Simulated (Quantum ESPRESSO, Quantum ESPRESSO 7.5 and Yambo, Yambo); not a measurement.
# Al2O3 (Corundum): dielectric function and energy loss

What do local fields and a kernel do to the response of Al2O3 (Corundum)?

Method: PBE and many-body steps on it, plane waves, in Quantum ESPRESSO 7.5 and Yambo 5.3.0.

**The experiments to reproduce.**

- ε∞ 3: high-frequency dielectric constant, planar response; infrared reflectance with oscillator fit; bulk crystal (bare r-plane substrate) (“A Controllable and Highly Propagative Hybrid Surface Plasmon-Phonon Polariton in a CdZnO-based Two-Interface System”, 2019, arxiv:1905.08660).

- ε∞ 3.042: E parallel to c (extraordinary); generalized spectroscopic ellipsometry; 300 K; bulk crystal (polished m-plane sapphire substrate) (“Anisotropic dielectric functions, band-to-band transitions, and critical points in alpha-Ga2O3”, 2021, arxiv:2101.06595).

- ε∞ 3.068: E perpendicular to c (ordinary); generalized spectroscopic ellipsometry; 300 K; bulk crystal (polished m-plane sapphire substrate) (“Anisotropic dielectric functions, band-to-band transitions, and critical points in alpha-Ga2O3”, 2021, arxiv:2101.06595).

## 1. Starting point

Symmetry: R-3c, No. 167, trigonal system. The conventional cell has a = 4.760 Å, b = 4.760 Å, c = 12.996 Å, α = 90.00°, β = 90.00°, γ = 120.00°. Nearest to Al lie 6 O at 1.85 to 1.97 Å. Nearest to O lie 4 Al at 1.85 to 1.97 Å. Farther neighbours and most contacts between anions are not listed.

Coordinates:

```cif
data_structure
_symmetry_space_group_name_H-M 'R-3c:H'
_symmetry_Int_Tables_number 167
_cell_length_a 4.7605
_cell_length_b 4.7605
_cell_length_c 12.9956
_cell_angle_alpha 90.000
_cell_angle_beta 90.000
_cell_angle_gamma 120.000
_cell_volume 255.05
loop_
_atom_site_label
_atom_site_type_symbol
_atom_site_symmetry_multiplicity
_atom_site_Wyckoff_symbol
_atom_site_fract_x
_atom_site_fract_y
_atom_site_fract_z
_atom_site_occupancy
Al1 Al 12 c 0.66667 0.33333 0.18549 1
O1 O 18 e 0.64001 0.66667 0.41667 1
```

The cell and positions come from the Crystallography Open Database and are kept as given unless a step says otherwise.

## 2. Empty states on the mesh, 4×4×4 mesh, 102 bands

This step: Quantum ESPRESSO 7.5; DFT, PBE, plane waves, norm-conserving pseudopotentials.

The sums over transitions need many empty states on a uniform mesh; this step solves for them.

The input, pw.in:

```
&control
  calculation = 'nscf'
  prefix = 'x'
  outdir = 'o'
  pseudo_dir = 'pseudo'
/
&system
  ibrav = 0
  nat = 10
  ntyp = 2
  ecutwfc = 72.0
  nbnd = 102
  force_symmorphic = .true.
/
&electrons
  conv_thr = 1e-9
  electron_maxstep = 80
  diago_full_acc = .true.
  diago_thr_init = 5e-6
/
ATOMIC_SPECIES
  Al 26.982 Al.upf
  O 15.999 O.upf
CELL_PARAMETERS angstrom
  2.3802500000 1.3742379782 4.3318666667
  -2.3802500000 1.3742379782 4.3318666667
  -0.0000000000 -2.7484759565 4.3318666667
ATOMIC_POSITIONS crystal
  Al 0.3521600000 0.3521600000 0.3521600000
  Al 0.1478400000 0.1478400000 0.1478400000
  Al 0.6478400000 0.6478400000 0.6478400000
  Al 0.8521600000 0.8521600000 0.8521600000
  O 0.5566800000 0.9433200000 0.2500000000
  O 0.2500000000 0.5566800000 0.9433200000
  O 0.9433200000 0.2500000000 0.5566800000
  O 0.4433200000 0.0566800000 0.7500000000
  O 0.7500000000 0.4433200000 0.0566800000
  O 0.0566800000 0.7500000000 0.4433200000
K_POINTS automatic
  4 4 4 0 0 0
```

Started as:

```console
> OMP_NUM_THREADS=1 mpirun -n 4 pw.x -nk 4 -in pw.in > pw.out
```

What it wrote:

```text
Program PWSCF v.7.5 starts

     This program is part of the open-source Quantum ESPRESSO suite
     for quantum simulation of materials; please cite
         "P. Giannozzi et al., J. Phys.:Condens. Matter 21 395502 (2009);
         "P. Giannozzi et al., J. Phys.:Condens. Matter 29 465901 (2017);
         "P. Giannozzi et al., J. Chem. Phys. 152 154105 (2020);
     in publications or presentations arising from this work. More details at

     Atomic positions and unit cell read from directory:
     o/x.save/

     Message from routine setup:
[...]
k = 0.0000 0.6222-0.1974 (  5936 PWs)   bands (ev):

[...]
46.0588  46.0588  47.1334  47.1334  48.1507  48.1507  48.6579  48.6579
    49.7494  49.7494  50.1595  50.1595  50.8667  50.8667  52.4116  52.4116
    53.3285  53.3285  55.0786  55.0786  55.8518  55.8519

          k =-0.2694-0.1555 0.1974 (  5916 PWs)   bands (ev):

     [... further k-points ...]

     highest occupied, lowest unoccupied level (ev):     7.7188   13.9851

     XML data file, pseudopotentials, collected wavefunctions

=------------------------------------------------------------------------------=
   JOB DONE.
=------------------------------------------------------------------------------=
```

Run time: 35 s. Hardware: 4 MPI ranks of Arm Neoverse V1, shared host; peak memory 0.47 GiB; 2.3 min of CPU time.

Numbers from this step:

- gap: 6.266 eV
- k of the valence top: 0, 0, 0
- k of the conduction bottom: 0, 0, 0
- least direct gap: 6.266 eV
- k points computed: 14
- lowest point of the top converged band, above the valence top: 47.10 eV

On this mesh the gap is 6.266 eV.

The density comes from a self-consistent run that is not shown.

## 3. Conversion and set-up

This step: Yambo 5.3.0; conversion and set-up on PBE, plane waves, norm-conserving pseudopotentials.

The states are converted to the many-body program's format and the q mesh is built.

Started as:

```console
> (cd o/x.save; p2y > p2y.log; mv SAVE ../..); yambo > setup.log
```

What it wrote:

```text
 Yambo, version 5.3.0

 [02] CORE Variables Setup
 =========================

  [02.01] Unit cells
  ==================

  Cell kind             :  Unknown
  Atoms in the cell     :  Al  O
  number of Al atoms    :   4
  number of O  atoms    :   6

  List of atomic masses
  Mass of Al    :  26.98200
  Mass of O     :  15.99900

  List of atomic coordinates    : [cc]
  Al1       :  0.35418E-16 -0.66549E-10   8.6484      order 1
  Al2       : -0.25722E-16 -0.27938E-10   3.6307      order 2
  Al3       :  0.25306E-15 -0.12242E-09   15.910      order 3
[...]
Q [ 1]         [rlu]:  0.000000  0.000000  0.000000
 Q [ 2]         [rlu]: -0.13482E-16 -0.27360E-16  0.25000
 Q [ 3]         [rlu]:  0.26965E-16  0.54720E-16 -0.50000
[...]
Q [ 8]         [rlu]:  0.250000  0.250000  0.250000
 Q [ 9]         [rlu]:  0.250000  0.250000  0.500000
 Q [10]         [rlu]:  0.250000  0.250000 -0.250000
 Q [11]         [rlu]:  0.250000  0.500000  0.500000
 Q [12]         [rlu]:  0.250000  0.500000  0.750000
 Q [13]         [rlu]: -0.500000 -0.500000 -0.500000
 Q [14]         [rlu]: -0.25000      0.44742E-17 -0.50000

  [03.01] X indexes
  =================

   [03.01.01] Sigma indexes
   ========================

 [06] Game Over & Game summary
```

Run time: 2.6 s. Hardware: 1 MPI rank; peak memory 0.25 GiB.

## 4. RPA response with local fields

The response function is computed on a frequency grid, with local fields up to the given cutoff.

This step: RPA response with local fields on PBE, plane waves, norm-conserving pseudopotentials.

The input, optics1.in:

```
optics
chi
dipoles
Chimod= "HARTREE"
% QpntsRXd
 1 | 4 |
%
% BndsRnXd
 1 | 102 |
%
NGsBlkXd= 3 Ry
% EnRngeXd
 0 | 30 | eV
%
% DmRngeXd
 0.2 | 0.2 | eV
%
ETStpsXd= 301
% LongDrXd
 1 | 0 | 0 |
%
```

Started as:

```console
> OMP_NUM_THREADS=1 mpirun -n 4 yambo -F optics1.in -J optics1 -C optics1 > optics1.log
```

What it wrote:

```text
 Yambo, version 5.3.0

 [02] CORE Variables Setup
 =========================

  [... cell, symmetries and grids as in the set-up ...]

  [02.05] Energies & Occupations
  ==============================

  [X] === General ===
  [X] Electronic Temperature                        :  0.000000  0.000000 [eV K]
  [X] Bosonic    Temperature                        :  0.000000  0.000000 [eV K]
  [X] Finite Temperature mode                       : no
  [X] El. density                                   :  0.56459E+24 [cm-3]
  [X] Fermi Level                                   :  7.718765 [eV]

  [X] === Gaps and Widths ===
  [X] Conduction Band Min                           :  6.266285 [eV]
  [X] Valence Band Max                              :  0.000000 [eV]
  [X] Filled Bands                                  :  24
  [X] Empty Bands                                   :   25  102
  [X] Direct Gap                                    :  6.266285 [eV]
  [X] Direct Gap localized at k                     :  1
  [X] Indirect Gap                                  :  6.266285 [eV]
  [X] Indirect Gap between kpts                     :  1  1
  [X] Last valence band width                       :  0.549059 [eV]
  [X] 1st conduction band width                     :  3.582157 [eV]

 [03] Transferred momenta grid and indexing
 ==========================================

 IBZ Q-points                                      :  14
 BZ  Q-points                                      :   64

 K/Q-points units:
 rlu = crystal or reduced units; cc = cartesian coordinates; iku = interal k-units

 Q [ 1]         [rlu]:  0.000000  0.000000  0.000000
 Q [ 2]         [rlu]: -0.13482E-16 -0.27360E-16  0.25000
 Q [ 3]         [rlu]:  0.26965E-16  0.54720E-16 -0.50000
 Q [ 4]         [rlu]:  0.86127E-17  0.25000      0.25000
 Q [ 5]         [rlu]: -0.12880E-16  0.25000      0.50000
 Q [ 6]         [rlu]: -0.15111E-16  0.25000     -0.25000
 Q [ 7]         [rlu]:  0.11061E-15 -0.50000     -0.50000
 Q [ 8]         [rlu]:  0.250000  0.250000  0.250000
 Q [ 9]         [rlu]:  0.250000  0.250000  0.500000
 Q [10]         [rlu]:  0.250000  0.250000 -0.250000
 Q [11]         [rlu]:  0.250000  0.500000  0.500000
 Q [12]         [rlu]:  0.250000  0.500000  0.750000
 Q [13]         [rlu]: -0.500000 -0.500000 -0.500000
 Q [14]         [rlu]: -0.25000      0.44742E-17 -0.50000

 [04] Dipoles
 ============

  [04.01] Setup: observables and procedures
  =========================================

  [WARNING] [x,Vnl] slows the Dipoles computation. To neglect it rename the ns.kb_pp file

  [WARNING] [r,Vnl^pseudo] included in position and velocity dipoles.

  [WARNING] In case H contains other non local terms, these are neglected

 [05] Optics
 ===========

 [08] Game Over & Game summary
```

The job ended after 1.9 min (4 MPI ranks; peak memory 2 GiB).

Numbers from this step:

- ε at zero frequency: 3.099
- the same without local fields: 3.258
- loss peak: 24.9 eV

The static value is 3.10.

The ε₂ has structure finer than the step of the table below, so its rows give means over 1 eV, whole bins alone (the curve runs from 0 to 30 eV). Peaks (eV: height): HARTREE 9.7: 2.82, 11.3: 5.11, 12.9: 4.24, 15.6: 3.30; no local fields 11.3: 5.46, 12.8: 5.04, 15.5: 4.28.

Broadening 0.2 eV; field along x. ε₂ against energy; means over each step:

| energy (eV) | HARTREE | no local fields |
| --- | --- | --- |
| 1 | 0.0323 | 0.0353 |
| 2 | 0.0348 | 0.0379 |
| 3 | 0.0398 | 0.0430 |
| 4 | 0.0491 | 0.0525 |
| 5 | 0.0707 | 0.0739 |
| 6 | 0.246 | 0.240 |
| 7 | 0.496 | 0.483 |
| 8 | 1.000 | 0.956 |
| 9 | 1.60 | 1.54 |
| 10 | 2.66 | 2.65 |
| 11 | 4.57 | 4.80 |
| 12 | 4.21 | 4.74 |
| 13 | 3.67 | 4.39 |
| 14 | 2.83 | 3.67 |
| 15 | 2.98 | 3.98 |
| 16 | 3.13 | 3.96 |
| 17 | 3.09 | 3.57 |
| 18 | 2.73 | 2.84 |
| 19 | 2.46 | 2.19 |
| 20 | 1.62 | 1.38 |
| 21 | 1.29 | 1.13 |
| 22 | 0.900 | 0.788 |
| 23 | 0.768 | 0.690 |
| 24 | 0.628 | 0.576 |
| 25 | 0.490 | 0.456 |
| 26 | 0.456 | 0.424 |
| 27 | 0.414 | 0.402 |
| 28 | 0.426 | 0.426 |
| 29 | 0.424 | 0.417 |

Broadening 0.2 eV; field along x. Loss function, HARTREE against energy loss; read off at these points:

```
energy loss (eV)  loss function, HARTREE
               0                 0.00328
               1                 0.00333
               2                 0.00349
               3                 0.00379
               4                 0.00432
               5                 0.00542
               6                  0.0126
               7                  0.0178
               8                  0.0650
               9                  0.0717
              10                  0.0853
              11                   0.119
              12                   0.198
              13                   0.235
              14                   0.277
              15                   0.278
              16                   0.297
              17                   0.309
              18                   0.380
              19                   0.389
              20                   0.567
              21                   0.636
              22                   0.956
              23                    1.28
              24                    1.50
              25                    2.06
              26                    1.90
              27                    1.30
              28                    1.17
              29                    1.11
              30                    1.10
```

Broadening 0.2 eV; momentum transfer q number 2. Im eps against energy; read off at these points:

| energy (eV) | HARTREE | no local fields |
| --- | --- | --- |
| 0.0 | 0.0270 | 0.0303 |
| 1.0 | 0.0276 | 0.0310 |
| 2.0 | 0.0295 | 0.0330 |
| 3.0 | 0.0330 | 0.0368 |
| 4.0 | 0.0392 | 0.0434 |
| 5.0 | 0.0505 | 0.0555 |
| 6.0 | 0.0766 | 0.0827 |
| 7.0 | 0.194 | 0.204 |
| 7.7 | 1.04 | 1.05 |
| 8.0 | 0.830 | 0.826 |
| 9.0 | 1.18 | 1.21 |
| 10.0 | 1.96 | 2.05 |
| 11.0 | 3.54 | 3.71 |
| 12.0 | 4.14 | 4.61 |
| 13.0 | 3.17 | 3.89 |
| 14.0 | 3.08 | 4.00 |
| 15.0 | 3.01 | 3.94 |
| 16.0 | 3.37 | 4.26 |
| 17.0 | 3.21 | 3.39 |
| 18.0 | 2.55 | 2.66 |
| 19.0 | 2.24 | 2.01 |
| 20.0 | 1.74 | 1.55 |
| 21.0 | 1.29 | 1.17 |
| 22.0 | 1.03 | 0.916 |
| 23.0 | 0.828 | 0.782 |
| 24.0 | 0.718 | 0.664 |
| 25.0 | 0.561 | 0.518 |
| 26.0 | 0.490 | 0.471 |
| 27.0 | 0.488 | 0.490 |
| 28.0 | 0.465 | 0.454 |
| 29.0 | 0.469 | 0.470 |
| 30.0 | 0.452 | 0.457 |

Broadening 0.2 eV; momentum transfer q number 2. Table of -Im 1/eps, HARTREE by energy loss; read off at these points:

energy loss (eV), -Im 1/eps, HARTREE and a bar:
```
      0.0       0.00 
      1.0       0.00 
      2.0       0.00 
      3.0       0.00 
      4.0       0.00 
      5.0       0.00 
      6.0       0.01 
      7.0       0.01 
      8.0       0.06 #
      9.0       0.05 #
     10.0       0.07 #
     11.0       0.12 ##
     12.0       0.18 ###
     13.0       0.23 ####
     14.0       0.25 ####
     15.0       0.27 #####
     16.0       0.26 ####
     17.0       0.31 #####
     18.0       0.39 #######
     19.0       0.43 #######
     20.0       0.54 #########
     21.0       0.73 ############
     22.0       0.90 ###############
     23.0       1.20 #####################
     24.0       1.39 ########################
     25.0       1.73 ##############################
     25.4       1.75 ##############################
     26.0       1.64 ############################
     27.0       1.32 #######################
     28.0       1.16 ####################
     29.0       1.08 ##################
     30.0       1.06 ##################
```

Broadening 0.2 eV; momentum transfer q number 3. Im eps against energy; read off at these points:

```csv
energy (eV),HARTREE,no local fields
0.0,0.0190,0.0224
1.0,0.0193,0.0228
2.0,0.0203,0.0240
3.0,0.0222,0.0262
4.0,0.0252,0.0299
5.0,0.0303,0.0359
6.0,0.0393,0.0467
7.0,0.0624,0.0744
8.0,0.234,0.281
9.0,0.508,0.621
10.0,0.953,1.12
11.0,1.71,1.94
12.0,2.43,2.80
13.0,2.45,3.02
14.0,2.71,3.70
15.0,2.88,4.07
15.8,3.34,4.30
16.0,3.45,4.15
16.5,3.53,3.76
17.0,2.82,2.78
18.0,2.27,2.08
19.0,2.06,1.95
20.0,1.69,1.60
21.0,1.32,1.27
22.0,1.17,1.10
23.0,1.02,0.985
24.0,0.848,0.797
25.0,0.745,0.729
26.0,0.667,0.676
27.0,0.625,0.619
28.0,0.585,0.550
29.0,0.590,0.582
30.0,0.581,0.605
```

## 5. Independent-particle response

This step: independent-particle response on PBE, plane waves, norm-conserving pseudopotentials.

The input, optics2.in:

```
optics
chi
dipoles
Chimod= "IP"
% QpntsRXd
 1 | 1 |
%
% BndsRnXd
 1 | 102 |
%
NGsBlkXd= 1 RL
% EnRngeXd
 0 | 30 | eV
%
% DmRngeXd
 0.2 | 0.2 | eV
%
ETStpsXd= 301
% LongDrXd
 1 | 0 | 0 |
%
```

Started as:

```console
> OMP_NUM_THREADS=1 mpirun -n 4 yambo -F optics2.in -J optics2 -C optics2 > optics2.log
```

What it wrote:

```text
 Yambo, version 5.3.0

 [02] CORE Variables Setup
 =========================

  [... cell, symmetries and grids as in the set-up ...]

  [02.05] Energies & Occupations
  ==============================

  [X] === General ===
  [X] Electronic Temperature                        :  0.000000  0.000000 [eV K]
  [X] Bosonic    Temperature                        :  0.000000  0.000000 [eV K]
  [X] Finite Temperature mode                       : no
  [X] El. density                                   :  0.56459E+24 [cm-3]
  [X] Fermi Level                                   :  7.718765 [eV]

  [X] === Gaps and Widths ===
  [X] Conduction Band Min                           :  6.266285 [eV]
  [X] Valence Band Max                              :  0.000000 [eV]
  [X] Filled Bands                                  :  24
  [X] Empty Bands                                   :   25  102
  [X] Direct Gap                                    :  6.266285 [eV]
  [X] Direct Gap localized at k                     :  1
  [X] Indirect Gap                                  :  6.266285 [eV]
  [X] Indirect Gap between kpts                     :  1  1
  [X] Last valence band width                       :  0.549059 [eV]
  [X] 1st conduction band width                     :  3.582157 [eV]

 [03] Transferred momenta grid and indexing
 ==========================================

 IBZ Q-points                                      :  14
 BZ  Q-points                                      :   64

 K/Q-points units:
 rlu = crystal or reduced units; cc = cartesian coordinates; iku = interal k-units

 Q [ 1]         [rlu]:  0.000000  0.000000  0.000000
 Q [ 2]         [rlu]: -0.13482E-16 -0.27360E-16  0.25000
 Q [ 3]         [rlu]:  0.26965E-16  0.54720E-16 -0.50000
[...]
Q [ 8]         [rlu]:  0.250000  0.250000  0.250000
 Q [ 9]         [rlu]:  0.250000  0.250000  0.500000
 Q [10]         [rlu]:  0.250000  0.250000 -0.250000
 Q [11]         [rlu]:  0.250000  0.500000  0.500000
 Q [12]         [rlu]:  0.250000  0.500000  0.750000
 Q [13]         [rlu]: -0.500000 -0.500000 -0.500000
 Q [14]         [rlu]: -0.25000      0.44742E-17 -0.50000

 [04] Dipoles
 ============

  [04.01] Setup: observables and procedures
  =========================================

  [WARNING] [x,Vnl] slows the Dipoles computation. To neglect it rename the ns.kb_pp file

  [WARNING] [r,Vnl^pseudo] included in position and velocity dipoles.

  [WARNING] In case H contains other non local terms, these are neglected

 [05] Optics
 ===========

 [08] Game Over & Game summary
```

Elapsed: 7.5 s, on 4 MPI ranks; peak memory 1.1 GiB.

Numbers from this step:

```
ε at zero frequency : 3.258
loss peak           : 24.9 eV
```

The static value is 3.26.

## 6. Empty states on the mesh, 4×4×4 mesh, 88 bands

This step: Quantum ESPRESSO 7.5; DFT, PBE, plane waves, norm-conserving pseudopotentials.

Changes to pw.in since step 2:

```diff
@@ -11,3 +11,3 @@
   ecutwfc = 72.0
-  nbnd = 102
+  nbnd = 88
   force_symmorphic = .true.
```

Started as:

```console
> OMP_NUM_THREADS=1 mpirun -n 4 pw.x -nk 4 -in pw.in > pw.out
```

What it wrote:

```text
[banner, memory and clock lines left out]
Program PWSCF v.7.5 starts

     Atomic positions and unit cell read from directory:
     o/x.save/

     Message from routine setup:
     using ibrav=0 with symmetry is DISCOURAGED, use correct ibrav instead

     G-vector sticks info

     bravais-lattice index     =            0
     lattice parameter (alat)  =       9.6947  a.u.
     unit-cell volume          =     573.7299 (a.u.)^3
     number of atoms/cell      =           10
     number of atomic types    =            2
     number of electrons       =        48.00
[...]
6.2886   6.4231   6.4231   7.2304   7.2304   7.6741   7.6741   7.7188
[...]
k = 0.0000-0.3111 0.0987 (  5911 PWs)   bands (ev):

[...]
k = 0.0000 0.6222-0.1974 (  5936 PWs)   bands (ev):

[...]
42.9313  42.9313  43.3330  43.3330  44.7271  44.7271  45.6981  45.6981
    46.0588  46.0589  47.1334  47.1334  48.1508  48.1508  48.6579  48.6579

          k =-0.2694-0.1555 0.1974 (  5916 PWs)   bands (ev):

     [... further k-points ...]

     highest occupied, lowest unoccupied level (ev):     7.7188   13.9851

     XML data file, pseudopotentials, collected wavefunctions
```

The job ended after 28 s (4 MPI ranks; peak memory 0.45 GiB).

Numbers from this step:

```yaml
gap: 6.266 eV
k_of_the_valence_top: 0, 0, 0
k_of_the_conduction_bottom: 0, 0, 0
least_direct_gap: 6.266 eV
k_points_computed: 14
lowest_point_of_the_top_converged_band_above_the_valence_top: 39.62 eV
```

On this mesh the gap is 6.266 eV.

## 7. Conversion and set-up

This step: Yambo 5.3.0; conversion and set-up on PBE, plane waves, norm-conserving pseudopotentials.

Started as:

```console
> (cd o/x.save; p2y > p2y.log; mv SAVE ../..); yambo > setup.log
```

What it wrote:

```text
 Yambo, version 5.3.0

 [02] CORE Variables Setup
 =========================

  [02.01] Unit cells
  ==================

  Cell kind             :  Unknown
  Atoms in the cell     :  Al  O
  number of Al atoms    :   4
  number of O  atoms    :   6

  List of atomic masses
  Mass of Al    :  26.98200
  Mass of O     :  15.99900

  List of atomic coordinates    : [cc]
  Al1       :  0.35418E-16 -0.66549E-10   8.6484      order 1
  Al2       : -0.25722E-16 -0.27938E-10   3.6307      order 2
  Al3       :  0.25306E-15 -0.12242E-09   15.910      order 3
[...]
Q [ 1]         [rlu]:  0.000000  0.000000  0.000000
 Q [ 2]         [rlu]: -0.13482E-16 -0.27360E-16  0.25000
 Q [ 3]         [rlu]:  0.26965E-16  0.54720E-16 -0.50000
[...]
Q [ 8]         [rlu]:  0.250000  0.250000  0.250000
 Q [ 9]         [rlu]:  0.250000  0.250000  0.500000
 Q [10]         [rlu]:  0.250000  0.250000 -0.250000
 Q [11]         [rlu]:  0.250000  0.500000  0.500000
 Q [12]         [rlu]:  0.250000  0.500000  0.750000
 Q [13]         [rlu]: -0.500000 -0.500000 -0.500000
 Q [14]         [rlu]: -0.25000      0.44742E-17 -0.50000

  [03.01] X indexes
  =================

   [03.01.01] Sigma indexes
   ========================

 [06] Game Over & Game summary
```

Run time: 2.5 s. Hardware: 1 MPI rank; peak memory 0.25 GiB.

(Continued in part 2 of 3.)

[Paths, hosts, dates, memory and timing lines, banners, echoed tables and standing remarks are left out of the program output.]

[Logs are printed without paths, hosts, clocks, repeated set-up lines and the standing remarks that a program may print on its own settings, such as how far it seeks lower states.]

[Runs of the session that timed out or met a known fault of the program may be left out.]

[Hosts, paths, dates, database ids (printed as entryN), source tags and the programs' standing remarks are cut or masked in the printed files.]
